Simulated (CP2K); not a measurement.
Consider 3-methoxypyrrole at its PBE geometry (Å).

```xyz
14

C    -2.3511    0.2631    0.2738
O    -1.4503   -0.7888   -0.0841
C    -0.1246   -0.4262   -0.1027
C     0.4662    0.8396    0.1898
C     1.8371    0.6862    0.0285
N     2.0740   -0.6118   -0.3470
C     0.8879   -1.3159   -0.4351
H    -3.3559   -0.1710    0.2406
H    -2.1442    0.6357    1.2904
H    -2.2889    1.1022   -0.4389
H    -0.0362    1.7539    0.4821
H     2.6462    1.3953    0.1550
H     2.9880   -1.0034   -0.5314
H     0.8518   -2.3589   -0.7208
```

Method: CP2K XAS_TDP, all-electron GAPW, PBEh(45%), aug-cc-pVDZ, TDA, no relativity.

Q: Predict the bright core excitations at the C K edge.

Leading lines: C1 285.00 eV, C3 283.93 eV, C4 282.42 eV, C5 282.65 eV and C7 282.83 eV. The leading line of an atom is its first one with 35 % of the strongest within 2.5 eV of its lowest line over the strength cut. 

The first six lines of each atom with a strength over 0.0015:

```csv
atom,energy (eV),states,"strength, one atom"
C1 (bonded to O and 3 H),285.00,1,0.0284
,285.25,1,0.0074
,285.87,1,0.0244
,285.90,1,0.0229
,286.81,1,0.0031
,287.07,1,0.0025
C3 (bonded to 2 C and O),283.93,1,0.0581
,285.63,1,0.0047
,285.71,1,0.0057
,285.75,1,0.0078
,286.08,1,0.0022
,286.45,1,0.0028
C4 (bonded to 2 C and H),282.42,1,0.0435
,283.80,1,0.0070
,284.62,1,0.0068
,284.70,1,0.0023
,284.97,2,0.0032
,285.98,1,0.0037
"C5 (bonded to C, N and H)",282.65,1,0.0521
,284.49,1,0.0099
,285.40,1,0.0021
,285.69,1,0.0016
,286.02,1,0.0029
,286.46,1,0.0019
"C7 (bonded to C, N and H)",282.83,1,0.0452
,284.27,1,0.0086
,285.15,1,0.0030
,285.35,1,0.0016
,285.74,1,0.0025
,286.01,1,0.0048
```

Lines are vertical, at one geometry, with no vibrational structure. Without a correction of the core level, line positions, and the gaps between valence and Rydberg lines, follow the share of exact exchange. At this level such K lines come out 3 to 6 eV under measured ones. These values hold no scalar relativity, about 0.1 eV for C 1s. Rydberg lines, and the discretised continuum above threshold, depend on the basis and the box.

[Banner, clock and machine lines of the logs are left out without a mark of their own.]

[Logs are printed without paths, hosts, clocks, repeated set-up lines and the standing remarks that a program may print on its own settings, such as how far it seeks lower states.]

[Hosts, paths, dates, database ids (printed as entryN), source tags and the programs' standing remarks are cut or masked in the printed files.]
